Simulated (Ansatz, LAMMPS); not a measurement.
# Localised basis functions on aqueous Li+ and Br-, 4.3 mol of salt per kg of water at 280 K (202 atoms)

Aim: test how closely localised support functions follow the reference on aqueous Li+ and Br-, 4.3 mol of salt per kg of water at 280 K (202 atoms), and at what cost. A setting counts as converged where the r.m.s. difference of forces stays under 1 % of the r.m.s. force.

Program: Ansatz 0.2.0. Level of theory: Kohn-Sham DFT, PBE+D3(BJ), PAW (set soft_2), plane waves. Results are calculated unless marked as measured.

## (1) Starting point

The cell holds 202 atoms: 64 O, 128 H, 5 Li and 5 Br. Cell: a = 12.847 Å, b = 12.847 Å, c = 12.847 Å, α = 90.0°, β = 90.0°, γ = 90.0°. 64 H2O, 5 Li+, 5 Br- placed at random, at 1.24 g/cm³; overlaps pushed apart, then 10 ps at 420 K with Joung-Cheatham ions (J. Phys. Chem. B 112, 9020 (2008)); SPC/E water (Berendsen, Grigera and Straatsma, J. Phys. Chem. 91, 6269 (1987)). Snapshot after 20 ps at 280 K and fixed volume.

Before any run, some limits are plain. The network of contacts between molecules at the start is that of the classical potential that made the cell, and needn't be the one that DFT or experiment would give. The density was typed from a rule of thumb and may lie off the real one at this temperature. The Brillouin zone is sampled at Γ only, in a cell whose shortest periodic width is 13 Å.

## (2) Making the structure

A classical potential supplies the starting structure, since it reaches far longer times than DFT.

This step: classical MD, Joung-Cheatham ions (J. Phys. Chem. B 112, 9020 (2008)); SPC/E water (Berendsen, Grigera and Straatsma, J. Phys. Chem. 91, 6269 (1987)) (LAMMPS 22 Jul 2025 - Update 4).

Input file in.lmp:

```
# aqueous Li+ and Br-, 4.3 mol of salt per kg of water
units real
atom_style full
boundary p p p
bond_style harmonic
angle_style harmonic
dihedral_style opls
improper_style harmonic
special_bonds lj 0 0 0.5 coul 0 0 0.75
read_data data.lmp
neigh_modify delay 0 every 1 check yes one 4000
comm_modify cutoff 12.0
timestep 0.5
thermo_style custom step time temp pe press density
thermo_modify norm yes
# push overlapping molecules apart
pair_style soft 2.6
pair_coeff * * 0.0
variable a equal ramp(1,60)
fix ad all adapt 1 pair soft a * * v_a
velocity all create 420 89318 mom yes dist gaussian
fix lim all nve/limit 0.03
fix lan all langevin 420 420 50 89319 zero yes
thermo 1000
run 3000 post no
unfix ad
pair_style lj/cut/coul/long 9.0
pair_modify mix arithmetic tail yes
pair_coeff 1 1 0.1553 3.1660   # O
pair_coeff 2 2 0.0000 1.0000   # H
pair_coeff 3 3 0.3367 1.4094   # Li
pair_coeff 4 4 0.0270 4.9017   # Br
kspace_style pppm 1.0e-4
thermo 100
# [... 17 lines left out ...]
compute msd all msd com yes
thermo 5000
fix md all nvt temp 280 280 100
run 20000 post no
print "== T280: mean square displacement over the hold $(c_msd[4]:%.2f) A^2"
unfix md
uncompute msd
write_dump all custom T280.dump id type xs ys zs modify sort id
```

Run with:

```sh
> lmp -in in.lmp -log none -nocite
```

Numbers of over 12 decimals in the logs are rounded to 6 here.

What it wrote:

```text
LAMMPS (22 Jul 2025 - Update 4)
Reading data file ...
  orthogonal box = (0 0 0) to (12.84699 12.84699 12.84699)
  202 atoms
  orthogonal box = (0 0 0) to (12.84699 12.84699 12.84699)
  128 bonds
  64 angles
   Step          Time           Temp          PotEng         Press         Density
         0   0              420            0.16288709     8716.8751      1.2429999
      1000   500            405.46174      0.8392105      21152.672      1.2429999
      2000   1000           403.04265      0.80275335     27749.897      1.2429999
      3000   1500           395.96417      0.74360637     44955.035      1.2429999
Loop time of 0.191909 s on 1 MPI rank(s) for 3000 steps with 202 atoms
PPPM initialization ...
  G vector (1/distance) = 0.30066318
  grid = 8 8 8
  estimated relative force accuracy = 7.5159105e-05
   Step          Time           Temp          PotEng         Press         Density
      3000   1500           395.96417      3.1910878      113058.25      1.2429999
[... 13 lines left out ...]
      2000   1000           419.65177     -7.9919348      5604.2366      1.2429999
Loop time of 1.22535 s on 1 MPI rank(s) for 2000 steps with 202 atoms
   Step          Time           Temp          PotEng         Press         Density
      2000   1000           615.69348     -8.3969999      17022.837      1.2429999
[... 5 lines left out ...]
Loop time of 6.64271 s on 1 MPI rank(s) for 10000 steps with 202 atoms
   Step          Time           Temp          PotEng         Press         Density
[... 4 lines left out ...]
Loop time of 3.29301 s on 1 MPI rank(s) for 5000 steps with 202 atoms
   Step          Time           Temp          PotEng         Press         Density
[... 2 lines left out ...]
     25000   24000          291.88478     -8.7576052     -502.20754      1.2429999
     30000   29000          285.08767     -8.7541558      2837.6729      1.2429999
     35000   34000          271.94602     -8.7595692     -1261.4557      1.2429999
     37000   36000          296.09958     -8.8975209      1107.8251      1.2429999
Loop time of 12.9065 s on 1 MPI rank(s) for 20000 steps with 202 atoms
== T280: mean square displacement over the hold 7.57 A^2
```

Elapsed: 25 s, on 1 thread of Arm Neoverse V2, shared host; peak memory 0.082 GiB.

The input also reads data.lmp (atoms, bonds and types; not printed here).

## (3) Plane-wave single point

This run is the reference for what follows, at a cutoff of 420 eV.

Input file input.yaml:

```yaml
crystal:
  lattice:
    - [12.84699, 0.0, 0.0]
    - [0.0, 12.84699, 0.0]
    - [0.0, 0.0, 12.84699]
  atoms:
    - { symbol: O, position: [0.81435, 0.52606, 0.82612] }
    - { symbol: H, position: [0.76649, 0.4661, 0.81299] }
    - { symbol: H, position: [0.78214, 0.59144, 0.79877] }
    - { symbol: O, position: [0.89026, 0.10217, 0.76106] }
    - { symbol: H, position: [0.95091, 0.10382, 0.80982] }
    - { symbol: H, position: [0.83544, 0.15139, 0.78617] }
    - { symbol: O, position: [0.10293, 0.89331, 0.34782] }
    - { symbol: H, position: [0.11551, 0.90472, 0.42379] }
    - { symbol: H, position: [0.14943, 0.83644, 0.32208] }
    - { symbol: O, position: [0.04487, 0.70275, 0.15761] }
    - { symbol: H, position: [0.11564, 0.7152, 0.18754] }
    - { symbol: H, position: [0.00129, 0.66412, 0.20926] }
    - { symbol: O, position: [0.48728, 0.65162, 0.6163] }
    - { symbol: H, position: [0.43394, 0.69823, 0.64858] }
    - { symbol: H, position: [0.50133, 0.59153, 0.66374] }
    - { symbol: O, position: [0.15492, 0.32937, 0.01962] }
    - { symbol: H, position: [0.12805, 0.25957, 0.04119] }
    - { symbol: H, position: [0.16164, 0.37508, 0.08227] }
    - { symbol: O, position: [0.08342, 0.59676, 0.43307] }
    - { symbol: H, position: [0.01886, 0.57209, 0.39726] }
    - { symbol: H, position: [0.13121, 0.62925, 0.38092] }
    - { symbol: O, position: [0.15183, 0.22702, 0.72563] }
    - { symbol: H, position: [0.14915, 0.20268, 0.65174] }
    - { symbol: H, position: [0.1293, 0.16934, 0.77279] }
    - { symbol: O, position: [0.57494, 0.37013, 0.44633] }
    - { symbol: H, position: [0.61364, 0.42668, 0.48326] }
    - { symbol: H, position: [0.5018, 0.39319, 0.43298] }
    - { symbol: O, position: [0.73946, 0.5158, 0.51002] }
    - { symbol: H, position: [0.76394, 0.4636, 0.5623] }
    - { symbol: H, position: [0.7935, 0.5244, 0.45466] }
    - { symbol: O, position: [0.15336, 0.92103, 0.54971] }
    - { symbol: H, position: [0.09783, 0.92575, 0.60405] }
    [... 164 atom lines left out ...]
    - { symbol: Li, position: [0.70344, 0.84577, 0.4568] }
    - { symbol: Br, position: [0.36574, 0.85144, 0.68465] }
    - { symbol: Br, position: [0.26924, 0.70593, 0.27694] }
    - { symbol: Br, position: [0.3195, 0.39181, 0.37182] }
    - { symbol: Br, position: [0.69029, 0.29778, 0.81351] }
    - { symbol: Br, position: [0.87222, 0.57371, 0.29063] }
kpoints:
  mp_grid: { grid: [1, 1, 1] }
hamiltonian:
  xc: pbe
  dispersion: d3bj
scf:
  occupations: { method: fixed }
output:
  forces: true
  stress: true
  populations: true
  dos:
    method: { smearing: { sigma: 0.15 } }
    de: 0.1
    projected: { site_lists: { Br: [Br], H: [H], Li: [Li], O: [O] } }
  eigenvalues: true
  write_density: true
  write_potential: true
  volumetric_format: npy
```

Run with:

```sh
> ansatz run input.yaml --threads 8 --pin off --max-ram 15872MiB --backend cpu --events-out ev --progress --plain --runs-dir out
```

What it wrote:

```text
Engine: ansatz 0.2.0, aarch64-unknown-linux-gnu
Pseudopotentials: kind: paw
Pseudopotential: O, paw, valence charge 6, recommended cutoff 420 eV (normal), O.paw.azcp
Pseudopotential: H, paw, valence charge 1, recommended cutoff 420 eV (normal), H.paw.azcp
Pseudopotential: Li, paw, valence charge 3, recommended cutoff 420 eV (normal), Li.paw.azcp
Pseudopotential: Br, paw, valence charge 7, recommended cutoff 420 eV (normal), Br.paw.azcp
[... 5 lines on functional and potentials left out ...]
Crystal: 202 atoms, lattice volume = 2120.333 Å³
Basis set: ecut = 420 eV, 41395 PW (Γ), exchange–correlation on 180×180×180 points (8 copies of the dense FFT grid, shifted against one another)
Bands: 483, of which v1, the nominal top of the filled ones, is band 281 counted from 1 (280 counted from 0)
Symmetry: 1 space group operations
Space group: P1 (ITA 1), of the structure as read, at distance tolerance 1.3e-4 Å
k-points: 1
[... 9 lines on functional and potentials left out ...]
Initial density: superposition of atomic densities (neutral atoms: chi_scale 0, normalization atom), corrected by the library's trained network
Initial wavefunctions: pseudopotential atomic-orbital guess
Functional: x = pbe(κ = 0.804, μ = 0.219515), c = pbe(β = 0.066725)
SCF iter   1: F=—  HF=-53339.327876 eV  |F-HF|=—  |Δ(HF+E_count)|=         —  Δρ=3.06e-3  dr2=2.78e-1  ethr=1.77e-3  ⟨swp⟩=5.0  Hψ=1753  notcnv=0  defer=198
preconditioner: auto → Resta (q_TF=auto, 2.187 Å⁻¹)  ε∞=2.2  [insulator: Δε(μ)=4.001 eV  Ē_g=17.329 eV  n_scr=364 (ndim 8)  ℏωp=18.9 eV  f_vac=0.246  ε∞_Penn≈2.2]
SCF iter   2: F=—  HF=-53339.193616 eV  |F-HF|=—  |Δ(HF+E_count)|=   1.34e-1  Δρ=1.56e-3  dr2=5.88e-2  ethr=4.95e-5  ⟨swp⟩=2.0  Hψ=765  notcnv=0  defer=200
SCF iter   3: F=—  HF=-53339.153719 eV  |F-HF|=—  |Δ(HF+E_count)|=   3.99e-2  Δρ=6.29e-4  dr2=1.55e-2  ethr=1.05e-5  ⟨swp⟩=3.0  Hψ=552  notcnv=0  defer=200
SCF iter   4: F=—  HF=-53339.148184 eV  |F-HF|=—  |Δ(HF+E_count)|=   5.54e-3  Δρ=1.97e-4  dr2=9.13e-4  ethr=2.76e-6  ⟨swp⟩=3.0  Hψ=515  notcnv=0  defer=200
SCF iter   5: F=—  HF=-53339.148254 eV  |F-HF|=—  |Δ(HF+E_count)|=   7.00e-5  Δρ=1.10e-4  dr2=2.00e-4  ethr=1.62e-7  ⟨swp⟩=2.0  Hψ=828  notcnv=0  defer=200
SCF iter   6: F=—  HF=-53339.148216 eV  |F-HF|=—  |Δ(HF+E_count)|=   3.79e-5  Δρ=3.13e-5  dr2=1.51e-5  ethr=3.56e-8  ⟨swp⟩=2.0  Hψ=564  notcnv=0  defer=195
SCF iter   7: F=—  HF=-53339.148533 eV  |F-HF|=—  |Δ(HF+E_count)|=   3.17e-4  Δρ=7.36e-6  dr2=9.81e-7  ethr=2.68e-9  ⟨swp⟩=2.0  Hψ=568  notcnv=0  defer=195
SCF iter   8: F=—  HF=-53339.148534 eV  |F-HF|=—  |Δ(HF+E_count)|=   8.97e-7  Δρ=4.22e-6  dr2=2.85e-7  ethr=1.75e-10  ⟨swp⟩=2.0  Hψ=559  notcnv=0  defer=195
SCF iter   9: F=-53339.148534 eV  HF=-53339.148534 eV  |F-HF|=7.39e-9  |Δ(HF+E_count)|=   7.57e-9  Δρ=8.66e-7  dr2=1.29e-8  ethr=1.78e-11  ⟨swp⟩=25.0  Hψ=4977  notcnv=0
SCF 1 converged in 9 iterations: F = -53339.148534 eV  dr2 = 1.29e-8
  greatest PAW one-centre occupation: 1.000 electrons in one spin orbital (limit 2), on the Li atom at site 196 (counted from 0), in its partial waves of l = 0
WARN: The input density's exchange-correlation potential varies sharply where the density is thin. Do not read a vacuum level from v_tot or v_xc, or from such a field of the output density. On a cell that repeats whose density bears no net charge and no dipole along the vacuum's axis use v_es (v_loc + v_h of the components); [...]
SCF converged after 9 iterations
Free energy (F): -53339.148534 eV
Harris-Foulkes:  -53339.148534 eV  (|F-HF|=7.39e-9)
Internal energy: -53339.148534 eV  (E = F + TS)
E sigma→0 (E₀):  -53339.148534 eV
Fermi energy:    -1.408036 eV
--- Per-component energies (eV) ---
  E_band       = -5430.721573
  E_kinetic    = 13706.994448
  E_local      = -42192.116525  (includes V_loc(G=0)·N_el)
  E_nonlocal   = 3480.011614
  E_hartree    = 15061.012605
  E_xc         = -7188.983311
  E_vxc        = -8015.645730  (∫ρ·V_xc dr)
  E_paw        = -21558.325306  (= ΣΔE_a)
  E_vpaw       = -2531.999342  (= ΣTr[D̂ρ^β])
  E_aug_tail   = 0.011840  (compensation charges beyond the density's cutoff)
  E_ewald      = -14639.507843
  E_disp       = -8.246054  (pairwise vdW)
  E_smearing   = -0.000000  (= −TS)
  E_closure    = -0.000000  (closes the sum)
  Σ components = -53339.148534   (vs F -53339.148534, Δ=0.00e0)
--- Forces (eV/Å), atoms counted from 1 ---
  atom   1  O     -0.62972728    -0.55315977    -0.32196484
  atom   2  H      0.53013977     0.90906320     0.31094258
  atom   3  H     -0.05878410    -0.62342917     0.36222729
  atom   4  O      0.00867776     0.74963404     0.26027548
  atom   5  H     -0.52099850     0.16263569    -0.16605235
  atom   6  H      0.79572069    -0.61155442    -0.01135197
  atom   7  O      0.15565102    -0.37991521     0.07103840
  atom   8  H      0.24629261    -0.56482365    -0.24269685
  atom   9  H     -0.28980328     0.41442983     0.54418856
  atom  10  O      0.38648681    -0.37669312     0.29877371
  atom  11  H     -0.65429511    -0.44067607    -0.05032237
  atom  12  H      0.50420399     0.36000294    -0.31202697
  atom  13  O     -0.63494320     0.16876566     0.50765799
  atom  14  H      0.76162368    -0.63449190    -0.31192087
[...]
atom 201  Br     0.57788438     0.15505951    -0.21500070
  atom 202  Br    -0.11008611     0.17840754     0.37566266
  max |Σ_I F_I| component: 4.85e-5 eV/Å
--- Stress (GPa, compression-positive) ---
       -2.043645       0.015316      -0.023556
        0.015316      -2.731002      -0.024940
       -0.023557      -0.024940      -1.644970
  P = ⅓ Tr σ = -2.1399 GPa (-21.399 kbar)
--- Band table (eV) ---
  k-point 0: bands = ["-44.5934", "-44.1803", "-43.9715", "-43.8491", [... 467 levels ...], "11.1034", "11.1315", "11.1608", "11.1812", "11.2230", "11.2367", "11.2851", "11.2964", "11.3267", "11.3555", "11.3705", "11.4232"]
--- Löwdin populations: 202 sites ---
  site symbol       q [e]
     0      O      6.7284
     1      H      0.6484
     2      H      0.6170
[...]
201     Br      7.4585
  spilling = 0.010301 (of n_electrons = 562.000000)
```

Run time: 22 s. Hardware: 8 threads of Arm Neoverse V2, shared host; peak memory 3 GiB.

The column dr2 measures how far the density is from self-consistency, as an energy; F and HF (Harris–Foulkes) agree once it is small.

The program notes that the exchange-correlation potential is rough where the density is thin.

The run gave:

* free energy: -53339.1485 eV
* free energy per atom: -264.0552 eV/atom
* SCF cycles: 9
* pressure: -2.14 GPa
* r.m.s. force component: 0.504 eV/Å
* longest force: 1.66 eV/Å
* Fermi energy: -1.408 eV
* gap (highest filled to lowest empty level): 3.664 eV
* spilling of the projection: 0.0103

Neighbours are counted within 1.21 Å (H-O), 2.33 Å (O-Li), 2.98 Å (Br-Li).

Length of the force by element and coordination:

```tsv
element	coordination	atoms	mean length of the force (eV/Å)	spread	least	most
Br	all	5	0.525	0.125	0.325	0.636
Br	0	3	0.563	0.0942	0.430	0.636
Br	1	2	0.468	0.143	0.325	0.612
H	all	128	0.930	0.281	0.0609	1.60
Li	all	5	0.419	0.132	0.232	0.644
O	all	64	0.626	0.296	0.107	1.66
O	2	46	0.615	0.285	0.107	1.50
O	3	18	0.655	0.322	0.202	1.66
```

Löwdin charges by element and coordination (they lack the spilled electrons, 0.029 e an atom on average):

```tsv
element	coordination	atoms	mean charge (e)	spread	least	most
Br	all	5	-0.458	0.0312	-0.484	-0.398
Br	0	3	-0.443	0.0324	-0.472	-0.398
Br	1	2	-0.480	0.0034	-0.484	-0.477
H	all	128	0.382	0.0153	0.343	0.416
Li	all	5	0.760	0.0304	0.700	0.782
O	all	64	-0.697	0.0349	-0.776	-0.628
O	2	46	-0.682	0.0256	-0.741	-0.628
O	3	18	-0.736	0.0232	-0.776	-0.683
```

States in the cell by windows of 1 eV, zero at the Fermi level; the larger projections on atomic orbitals stand beside the total:

```tsv
from (eV)	to (eV)	total	O p	H s	Br p
-18	-17	3.2	0.1	0.7	0.0
-17	-15	0.0	0.0	0.0	0.0
-15	-14	2.0	0.0	0.1	0.0
-14	-13	5.9	0.0	0.3	0.0
-13	-12	2.1	0.0	0.1	0.0
-12	-9	0.0	0.0	0.0	0.0
-9	-8	17.2	11.7	5.1	0.1
-8	-7	72.3	49.4	21.2	0.3
-7	-6	38.5	26.7	11.0	0.1
-6	-5	7.8	5.8	0.9	0.1
-5	-4	38.7	29.9	3.8	0.6
-4	-3	53.9	43.9	3.5	0.9
-3	-2	52.3	44.1	1.1	4.3
-2	-1	99.6	84.2	0.7	13.3
-1	0	33.0	24.5	0.2	7.9
0	1	0.9	0.9	0.0	0.0
1	3	0.0	0.0	0.0	0.0
3	4	2.0	0.1	1.1	0.0
4	5	6.1	0.5	3.5	0.1
```

With fixed occupations the program's Fermi level is the highest filled level; weight inside the gap is the broadening of levels at its edges.

Between -26 and -18 eV lie 125 more states.

The levels nearest the highest filled one (over half full), pooled over k-points and spins:

```tsv
level less the highest filled one (eV)	occupation
-0.630	2
-0.594	2
-0.583	2
-0.543	2
-0.389	2
0	2
3.66	0
4.72	0
4.84	0
4.92	0
5.10	0
5.17	0
```

Valence density in the ab plane at fractional z = 0.290, with atoms of O and H and Li and Br within 0.2 Å of it. It is the smooth field of the valence electrons, not physical close to the nuclei.

Ten steps, logarithmic in the rise over the least value, from '0' (0.0 e/Å³) to '9' (6.4 e/Å³), each cell a mean:
```
5323333221111112478753111101011248987
5334543111101111344433221111011246876
2235653211111111111235544211111123333
1123454221211111111135676321111111111
1111223233433211101124676321111111111
1111112356665321101113554211111111111
1111123466466421111111221111111111111
1111112456565421111111111101112333321
1111112345554321111111100111134565542
2110101122322378320201010101245645653
2010101010202389420201010101245655653
1110101011112122111111000111124555432
1100011111223221111001011111122333221
1111101112344432111111111234431112211
2111112223344432211111123567642112222
3222345532333333332111135899742112233
2224676632222234544221124788631111122
1124676421111123454321012344321111111
1112454311111112233211001111111111001
1111233211111111111111111111122211100
0111235543111111111111111111122221111
1011358975311111223221122111112222211
1111368985321112467753221111111224542
2112357653211113589963211111111236764
```
Columns run along a (12.8 Å), rows up along b (12.8 Å). Atoms in or near the plane, at fractional coordinates: O at (0.49, 0.00), H at (0.19, 0.32), H at (0.99, 0.93), H at (0.91, 0.03), H at (0.62, 0.78), O at (0.18, 0.07), O at (0.71, 0.33), H at (0.76, 0.39), Li at (0.39, 0.56), Br at (0.27, 0.71), Br at (0.87, 0.57).

Electrostatic potential energy in the ab plane at fractional z = 0.290, with atoms of O and H and Li and Br within 0.2 Å of it. With pseudopotentials it is smooth inside the atoms' cores, unlike the true potential.

Ten even steps from '0' (-39 eV) to '9' (6 eV), each cell a mean:
```
5899988999999999852489999999999983004
1798889999999999998988999999999997343
8997678999999999999975789999999999998
9999866899999999999987547999999999999
9999988888889999999998416999999999999
9999999862136999999999637999999999999
9999999810001899999999989999999999999
9999999830004899999999999999999988999
9999999986568888999999999999998433689
9999999999998633689999999999984000079
9999999999998522589999999999984000079
9999999999999877899999999999998645799
9999999999999999999999999999999999999
9999999999988899999999999997579999999
9999999999987899999999999863069999999
8899986379999887799999998200499999998
8999754379999985689999998412799999999
9999756899999999989999989989999999999
9999977999999999999999999999999999999
9999988999999999999999999999988999999
9999998899999999999999999999999999999
9999972138999999999999999999999999999
9999950027899999854589999999999995279
9999831678899999700069999999999994058
```
Columns run along a (12.8 Å; values clipped at the 3rd and 97th percentile), rows up along b (12.8 Å). Atoms in or near the plane, at fractional coordinates: O at (0.49, 0.00), H at (0.19, 0.32), H at (0.99, 0.93), H at (0.91, 0.03), H at (0.62, 0.78), O at (0.18, 0.07), O at (0.71, 0.33), H at (0.76, 0.39), Li at (0.39, 0.56), Br at (0.27, 0.71), Br at (0.87, 0.57).

Mean Löwdin charges: Br -0.46, H +0.38, Li +0.76, O -0.70 e (they miss 1.0 % of the electrons, so they add up to more than the cell's charge). The largest share in the top eV of filled states is O p (75 % of the projected weight), and in the lowest eV of empty states H s (62 % of the projected weight).

(Part 1 of 2 ends here.)

[Logs are printed without paths, hosts, clocks, repeated set-up lines and the standing remarks that a program may print on its own settings, such as how far it seeks lower states.]

[Hosts, paths, dates, database ids (printed as entryN), source tags and the programs' standing remarks are cut or masked in the printed files.]
